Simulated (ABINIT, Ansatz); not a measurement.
# Lattice dynamics of Hf (Hafnium) in two programs, part 2 of 4

Aim: the phonon dispersion of Hf (Hafnium), checked by a second program.

ABINIT 10.8.3; DFT PBE, scalar-relativistic, plane waves, PseudoDojo norm-conserving pseudopotentials.

So far. Step 3 (Relaxation): The volume changes by +0.8 % in this run and stands +0.8 % from the first cell. Step 4 (Self-consistent run for the response): The cell stands at -0.57 GPa: the relaxation ran with a smoothed and higher cutoff, and the difference is a stress of the finite basis. The relaxed cell has a = 3.204, c = 5.073 Å (conventional setting).

## Step 5: Zone-centre response

At q = 0 one unit cell holds all displacements. The response is solved for single atoms along the cell's directions, and symmetry skips those that follow from others. The crystal is treated as a metal, which screens a static field, so no field response is asked.

Contents of dfpt_gamma.abi:

```

# common to the responses
getwfk_filepath "gso_WFK"
kptopt 2
nqpt 1
qpt 0.0 0.0 0.0
asr 0
chneut 0

# displacements
rfphon 1
rfatpol 1 2
rfdir 1 1 1
tolvrs 1.0d-10
prtwf 0
prtpot 1

# basis, mesh and filling
ecut 25.0
ngkpt 15 15 8
nshiftk 1
shiftk 0.0 0.0 0.0
istwfk *1
occopt 7
tsmear 0.01
nband 19
nstep 100
diemac 1000000.0
prtebands 0
prtgsr 0

# cell and atoms
acell 3*1.0 Angstrom
rprim 
    3.204386085 0.0 0.0
    -1.602193043 2.775079753 0.0
    0.0 0.0 5.073464808
ntypat 1
znucl 72
natom 2
typat 1 1
xred 
    1/3 2/3 0.25
    2/3 1/3 0.75
pp_dirpath "./pseudo"
pseudos "Hf.upf"
```

Command:

```console
> OMP_NUM_THREADS=1 mpirun -n 16 abinit dfpt_gamma.abi > dfpt_gamma.log
```

Numbers of over 12 decimals in the logs are rounded to 6 here.

dfpt_gamma.abo, the main output file:

```text
[banners, grids, parts of the stress and lines that vanish by symmetry left out]
- input  file    -> dfpt_gamma.abi
- output file    -> dfpt_gamma.abo
- root for input  files -> dfpt_gammai
- root for output files -> dfpt_gammao

 Symmetries : space group P6_3/m m c (#194); Bravais hP (primitive hexag.)
================================================================================
 Values of the parameters that define the memory need of the present run (RF).
     intxc =       0      iscf =       7    lmnmax =       8     lnmax =       8
     mgfft =      45  mpssoang =       4    mqgrid =    3001     natom =       2
  nloc_mem =       1    nspden =       1   nspinor =       1    nsppol =       1
      nsym =      24    n1xccc =    2501    ntypat =       1    occopt =       7
   xclevel =       2
-    mband =          19        mffmem =           1         mkmem =          57
-   mkqmem =          57        mk1mem =          57           mpw =        1846
      nfft =       40500          nkpt =         901
- my_mband =          19
================================================================================
================================================================================

--------------------------------------------------------------------------------
------------- Echo of variables that govern the present computation ------------
--------------------------------------------------------------------------------
-
- outvars: echo of selected default values
-   iomode0 =  0 , fftalg0 =312 , wfoptalg0 =  0
-
- outvars: echo of global parameters not present in the input file
-  max_nthreads =    1
-
 -outvars: echo values of preprocessed input variables
 [... echo left out ...]
================================================================================

 chkinp: Checking input parameters for consistency.

[...]
== DATASET  1 ==================================================================
-   mpi_nproc: 16, omp_nthreads: 1 (-1 if OMP is not activated)

--- !DatasetInfo
iteration_state: {dtset: 1, }
dimensions: {natom: 2, nkpt: 901, mband: 19, nsppol: 1, nspinor: 1, nspden: 1, mpw: 1846, }
cutoff_energies: {ecut:  25.0, pawecutdg:  -1.0, }
electrons: {nelect:   2.40000000E+01, charge:   0.00000000E+00, occopt:   7.00000000E+00, tsmear:   1.00000000E-02, }
meta: {optdriver: 1, rfphon: 1, }
...

 mkfilename: getwfk from: gso_WFK

 Real(R)+Recip(G) space primitive vectors, cartesian coordinates (Bohr,Bohr^-1):
 R(1)=  6.0554121  0.0000000  0.0000000  G(1)=  0.1651415  0.0953445  0.0000000
 R(2)= -3.0277061  5.2441407  0.0000000  G(2)=  0.0000000  0.1906890  0.0000000
 R(3)=  0.0000000  0.0000000  9.5874590  G(3)=  0.0000000  0.0000000  0.1043029
 Unit cell volume ucvol=  3.0445391E+02 bohr^3
 Angles (23,13,12)=  9.00000000E+01  9.00000000E+01  1.20000000E+02 degrees
 setup1 : take into account q-point for computing boxcut.

 getcut: wavevector=  0.0000  0.0000  0.0000  ngfft=  30  30  45
         ecut(hartree)=     25.000   => boxcut(ratio)=   2.03898

--- Pseudopotential description ------------------------------------------------
- pspini: atom type   1  psp file is ./pseudo/Hf.upf

   1.05332604E+03                                ecore*ucvol(ha*bohr**3)
--------------------------------------------------------------------------------

 ==>  initialize data related to q vector <==

 The list of irreducible perturbations for this q vector is:
    1)    idir= 1    ipert=   1
    2)    idir= 3    ipert=   1

[...]
The perturbation idir=   2  ipert=   1 is
 symmetric of a previously calculated perturbation.
 So, its SCF calculation is not needed.

 The perturbation idir=   1  ipert=   2 is
 symmetric of a previously calculated perturbation.
 So, its SCF calculation is not needed.

 The perturbation idir=   2  ipert=   2 is
 symmetric of a previously calculated perturbation.
 So, its SCF calculation is not needed.

 The perturbation idir=   3  ipert=   2 is
 symmetric of a previously calculated perturbation.
 So, its SCF calculation is not needed.

--------------------------------------------------------------------------------
 Perturbation wavevector (in red.coord.)   0.000000  0.000000  0.000000
 Perturbation : displacement of atom   1   along direction   1
 Found     2 symmetries that leave the perturbation invariant.

[...]
dfpt_looppert : total number of electrons, from k and k+q
  fully or partially occupied states are    2.400000E+01 and    2.400000E+01.
 Initialisation of the first-order wave-functions :
  ireadwf=   0

--- !BeginCycle
iteration_state: {dtset: 1, }
solver: {iscf: 7, nstep: 100, nline: 4, wfoptalg: 0, }
tolerances: {tolvrs: 1.00E-10, }
...

     iter   2DEtotal(Ha)        deltaE(Ha) residm    vres2
-ETOT  1   1.142376     -1.240E+03 1.423E+00 1.167E+02
 ETOT  2  0.750975     -3.914E-01 2.790E+00 4.506E+00
 ETOT  3  0.747658     -3.317E-03 4.695E-02 1.774E-01
 ETOT  4  0.747558     -1.003E-04 5.606E-01 6.366E-03
 ETOT  5  0.747556     -1.976E-06 1.937E-02 4.996E-03
[...]
At SCF step    9       vres2   =  3.32E-11 < tolvrs=  1.00E-10 =>converged.
[...]
Mean square residual over all n,k,spin=   11.009E-06; max=  16.014E-03

 Thirteen components of 2nd-order total energy (hartree) are
 1,2,3: 0th-order hamiltonian combined with 1st-order wavefunctions
     kin0=   8.74903965E+02 eigvalue=   1.40808317E+02  local=  -5.84453862E+02
 4,5,6: 1st-order hamiltonian combined with 1st and 0th-order wfs
 loc psp =  -1.70941022E+03  Hartree=   3.93599663E+02     xc=  -9.08233218E+01
 note that "loc psp" includes a xc core correction that could be resolved
 7,8,9: eventually, occupation + non-local contributions
    edocc=   2.02682782E+02     enl0=   3.03428335E+02   enl1=  -7.70881536E+02
 1-9 gives the relaxation energy (to be shifted if some occ is /=2.0)
   erelax=  -1.24014588E+03
 10,11,12 Non-relaxation  contributions : frozen-wavefunctions and Ewald
 fr.local=   8.03478463E+02 fr.nonlo=   3.85234319E+02  Ewald=   1.14890504E+01
 13,14 Frozen wf xc core corrections (1) and (2)
 frxc 1  =  -1.63095084E+02  frxc 2 =   2.03786685E+02
 Resulting in :
 2DEtotal=    0.7475543800E+00 Ha. Also 2DEtotal=    0.203419909753E+02 eV
    (2DErelax=   -1.2401458791E+03 Ha. 2DEnonrelax=    1.2408934335E+03 Ha)
    (  non-var. 2DEtotal :    7.4755444218E-01 Ha)

[...]
Perturbation wavevector (in red.coord.)   0.000000  0.000000  0.000000
 Perturbation : displacement of atom   1   along direction   3
 Found     6 symmetries that leave the perturbation invariant.

--------------------------------------------------------------------------------

--------------------------------------------------------------------------------

 dfpt_looppert : total number of electrons, from k and k+q
  fully or partially occupied states are    2.400000E+01 and    2.400000E+01.
 Initialisation of the first-order wave-functions :
  ireadwf=   0

--- !BeginCycle
iteration_state: {dtset: 1, }
solver: {iscf: 7, nstep: 100, nline: 4, wfoptalg: 0, }
tolerances: {tolvrs: 1.00E-10, }
...

     iter   2DEtotal(Ha)        deltaE(Ha) residm    vres2
-ETOT  1   14.937345360886     -3.530E+03 3.135E+00 4.893E+04
[...]
ETOT  9   3.287200     -1.578E-10 1.837E-01 2.393E-09
 ETOT 10   3.287200     -9.322E-11 1.307E+00 2.611E-11

 At SCF step   10       vres2   =  2.61E-11 < tolvrs=  1.00E-10 =>converged.
[...]
Mean square residual over all n,k,spin=   69.571E-05; max=  13.073E-01

 Thirteen components of 2nd-order total energy (hartree) are
 1,2,3: 0th-order hamiltonian combined with 1st-order wavefunctions
     kin0=   2.27132291E+03 eigvalue=   3.54721792E+02  local=  -1.52143125E+03
 4,5,6: 1st-order hamiltonian combined with 1st and 0th-order wfs
 loc psp =  -5.18072524E+03  Hartree=   1.42658056E+03     xc=  -2.35271499E+02
 note that "loc psp" includes a xc core correction that could be resolved
 7,8,9: eventually, occupation + non-local contributions
    edocc=   4.80483200E+02     enl0=   7.64871941E+02   enl1=  -1.90183006E+03
 1-9 gives the relaxation energy (to be shifted if some occ is /=2.0)
   erelax=  -3.54127765E+03
 10,11,12 Non-relaxation  contributions : frozen-wavefunctions and Ewald
 fr.local=   1.99848160E+03 fr.nonlo=   9.54796099E+02  Ewald=   4.88732009E+02
 13,14 Frozen wf xc core corrections (1) and (2)
 frxc 1  =  -4.09163065E+02  frxc 2 =   5.11718207E+02
 Resulting in :
 2DEtotal=    0.3287199947E+01 Ha. Also 2DEtotal=    0.894492674123E+02 eV
    (2DErelax=   -3.5412776497E+03 Ha. 2DEnonrelax=    3.5445648496E+03 Ha)
    (  non-var. 2DEtotal :    3.2872004623E+00 Ha)

[...]
---- first-order wavefunction calculations are completed ----

 ==> Compute Derivative Database <==

 [... matrices left out ...]
  Phonon wavevector (reduced coordinates) :  0.00000  0.00000  0.00000
 Phonon energies in Hartree :
   1.622830E-05  1.888383E-05  1.888383E-05  3.534967E-04  3.534967E-04
   4.685730E-04
 Phonon frequencies in cm-1    :
-  3.561701E+00  4.144523E+00  4.144523E+00  7.758356E+01  7.758356E+01
-  1.028399E+02

== END DATASET(S) ==============================================================
================================================================================

 -outvars: echo values of variables after computation
            acell      1.8897261259E+00  1.8897261259E+00  1.8897261259E+00 Bohr
           etotal      3.2871999465E+00
            fcart      0.0000000000E+00  0.0000000000E+00  0.0000000000E+00
           strten      0.0000000000E+00  0.0000000000E+00  0.0000000000E+00
================================================================================
```

It took 67 s on 16 MPI ranks of Arm Neoverse V1, shared host; 18 min of CPU time.

Read from the output:

| Item | Value |
| --- | --- |
| largest acoustic frequency at the zone centre before the sum rule | 4.14 cm⁻¹ |
| highest optical zone-centre mode (no LO-TO term) | 102.8 cm⁻¹ |
| lowest optical zone-centre mode | 77.58 cm⁻¹ |

The acoustic modes at Γ come out as far as 4.1 cm⁻¹ from zero, where they should vanish, a small numerical error.

## Step 6: Linear response on the mesh

Linear response treats each wavevector of the 3×3×2 mesh in the unit cell; the first-order potentials are kept for the electron-phonon matrix elements.

Contents of dfpt_q.abi:

```
ndtset 5

# wavevectors
qpt1 0.3333333333 0.0 0.0
qpt2 0.3333333333 0.3333333333 0.0
qpt3 0.0 0.0 0.5
qpt4 0.3333333333 0.0 0.5
qpt5 0.3333333333 0.3333333333 0.5

# displacements
getwfk_filepath "gso_WFK"
getwfq_filepath "gso_WFK"
kptopt 3
nqpt 1
rfphon 1
rfatpol 1 2
rfdir 1 1 1
tolvrs 1.0d-10
prtwf 0
prtpot 1

# basis, mesh and filling
ecut 25.0
ngkpt 15 15 8
nshiftk 1
shiftk 0.0 0.0 0.0
istwfk *1
occopt 7
tsmear 0.01
nband 19
nstep 100
diemac 1000000.0
prtebands 0
prtgsr 0

# cell and atoms
acell 3*1.0 Angstrom
rprim 
    3.204386085 0.0 0.0
    -1.602193043 2.775079753 0.0
    0.0 0.0 5.073464808
ntypat 1
znucl 72
natom 2
typat 1 1
xred 
    1/3 2/3 0.25
    2/3 1/3 0.75
pp_dirpath "./pseudo"
pseudos "Hf.upf"
```

Command:

```console
> OMP_NUM_THREADS=1 mpirun -n 16 abinit dfpt_q.abi > dfpt_q.log
```

dfpt_q.abo, the main output file:

```text
[banners, grids, parts of the stress and lines that vanish by symmetry left out]
- input  file    -> dfpt_q.abi
- output file    -> dfpt_q.abo
- root for input  files -> dfpt_qi
[...]
DATASET    1 : space group P6_3/m m c (#194); Bravais hP (primitive hexag.)
[...]
nfft =       40500          nkpt =        1800
[...]
DATASET    2 : space group P6_3/m m c (#194); Bravais hP (primitive hexag.)
[...]
nfft =       40500          nkpt =        1800
[...]
DATASET    3 : space group P6_3/m m c (#194); Bravais hP (primitive hexag.)
[...]
nfft =       40500          nkpt =        1800
[...]
DATASET    4 : space group P6_3/m m c (#194); Bravais hP (primitive hexag.)
[...]
nfft =       40500          nkpt =        1800
[...]
DATASET    5 : space group P6_3/m m c (#194); Bravais hP (primitive hexag.)
[...]
nfft =       40500          nkpt =        1800
[...]
== DATASET  1 ==================================================================
[...]
cutoff_energies: {ecut:  25.0, pawecutdg:  -1.0, }
[...]
Perturbation : displacement of atom   1   along direction   1
[...]
-ETOT  1   15.796340328385     -1.432E+03 1.595E+00 1.249E+05
 ETOT  2   25.182810600635      9.386E+00 1.843E+01 2.216E+05
 ETOT  3   3.337344     -2.185E+01 3.432E+00 1.711E+03
 ETOT  4   3.161553     -1.758E-01 2.876E+01 6.703E+01
 ETOT  5   3.138869     -2.268E-02 1.170E+01 1.297E+00
[...]
At SCF step   13       vres2   =  1.54E-11 < tolvrs=  1.00E-10 =>converged.
[...]
Perturbation : displacement of atom   1   along direction   2
[...]
-ETOT  1   2.356764     -1.264E+03 1.469E+00 9.050E+01
[...]
At SCF step   10       vres2   =  8.65E-11 < tolvrs=  1.00E-10 =>converged.
[...]
Perturbation : displacement of atom   1   along direction   3
[...]
-ETOT  1   10.653557076865     -3.347E+03 4.996E+00 1.501E+04
[...]
At SCF step   13       vres2   =  2.25E-11 < tolvrs=  1.00E-10 =>converged.
[...]
Phonon wavevector (reduced coordinates) :  0.33333  0.00000  0.00000
 Phonon energies in Hartree :
[...]
Phonon frequencies in cm-1    :
-  5.541929E+01  6.387631E+01  1.097638E+02  1.128177E+02  1.135858E+02
-  1.281419E+02
[...]
== DATASET  2 ==================================================================
[...]
cutoff_energies: {ecut:  25.0, pawecutdg:  -1.0, }
[...]
Perturbation : displacement of atom   1   along direction   1
[...]
-ETOT  1   9.589174     -1.393E+03 1.458E+00 2.071E+04
[...]
At SCF step   12       vres2   =  2.11E-11 < tolvrs=  1.00E-10 =>converged.
[...]
Perturbation : displacement of atom   1   along direction   3
[...]
-ETOT  1   8.198703     -3.272E+03 3.172E+00 2.621E+03
[...]
At SCF step   11       vres2   =  2.19E-12 < tolvrs=  1.00E-10 =>converged.
[...]
Phonon wavevector (reduced coordinates) :  0.33333  0.33333  0.00000
 Phonon energies in Hartree :
[...]
Phonon frequencies in cm-1    :
-  9.870226E+01  9.870226E+01  1.088271E+02  1.088271E+02  1.125234E+02
-  1.506760E+02
[...]
== DATASET  3 ==================================================================
[...]
cutoff_energies: {ecut:  25.0, pawecutdg:  -1.0, }
[...]
- 72.00000  12.00000  171031                  znucl, zion, pspdat
[...]
Perturbation : displacement of atom   1   along direction   1
[...]
-ETOT  1   5.700801     -1.391E+03 1.772E+00 7.437E+03
[...]
At SCF step   12       vres2   =  1.67E-13 < tolvrs=  1.00E-10 =>converged.
[...]
Perturbation : displacement of atom   1   along direction   3
[...]
-ETOT  1   12.012410004421     -3.297E+03 3.221E+00 6.030E+03
[...]
ETOT 10   9.325417      5.321E-11 9.672E+00 4.989E-09
 ETOT 11   9.325417     -1.269E-10 4.387E+01 8.149E-11
 At SCF step   11       vres2   =  8.15E-11 < tolvrs=  1.00E-10 =>converged.
[...]
Phonon wavevector (reduced coordinates) :  0.33333  0.33333  0.50000
 Phonon energies in Hartree :
[...]
Phonon frequencies in cm-1    :
-  5.702378E+01  5.702378E+01  1.335196E+02  1.335196E+02  1.415350E+02
-  1.415350E+02
[...]
strten3     0.0000000000E+00  0.0000000000E+00  0.0000000000E+00
           
================================================================================
```

Wall time 28 min (16 MPI ranks); 7.6 h of CPU time.

Numbers from this step:

```yaml
lowest_mode_on_the_q_mesh_acoustic_ones_at_the_zone_centre_apart: 55.3 cm⁻¹
```

Frequencies (cm⁻¹) before the sum rule at the irreducible wavevectors but Γ, which is solved apart; negative means imaginary. Frequencies by wavevector:

| q (fractions) | star | mode 1 | mode 2 | mode 3 | mode 4 | mode 5 | mode 6 |
| --- | --- | --- | --- | --- | --- | --- | --- |
| 0.3333 0 0 | 6 | 55.42 | 63.88 | 109.8 | 112.8 | 113.6 | 128.1 |
| 0.3333 0.3333 0 | 2 | 98.7 | 98.7 | 108.8 | 108.8 | 112.5 | 150.7 |
| 0 0 0.5 | 1 | 55.3 | 55.3 | 55.3 | 55.3 | 106.1 | 106.1 |
| 0.3333 0 0.5 | 6 | 89.61 | 89.61 | 90.87 | 90.87 | 137.2 | 137.2 |
| 0.3333 0.3333 0.5 | 2 | 57.02 | 57.02 | 133.5 | 133.5 | 141.5 | 141.5 |

(Part 2 of 4 ends here.)

[Host names and launcher messages were left out of these logs when they were recorded.]

[Logs are printed without paths, hosts, clocks, repeated set-up lines and the standing remarks that a program may print on its own settings, such as how far it seeks lower states.]

[Hosts, paths, dates, database ids (printed as entryN), source tags and the programs' standing remarks are cut or masked in the printed files.]
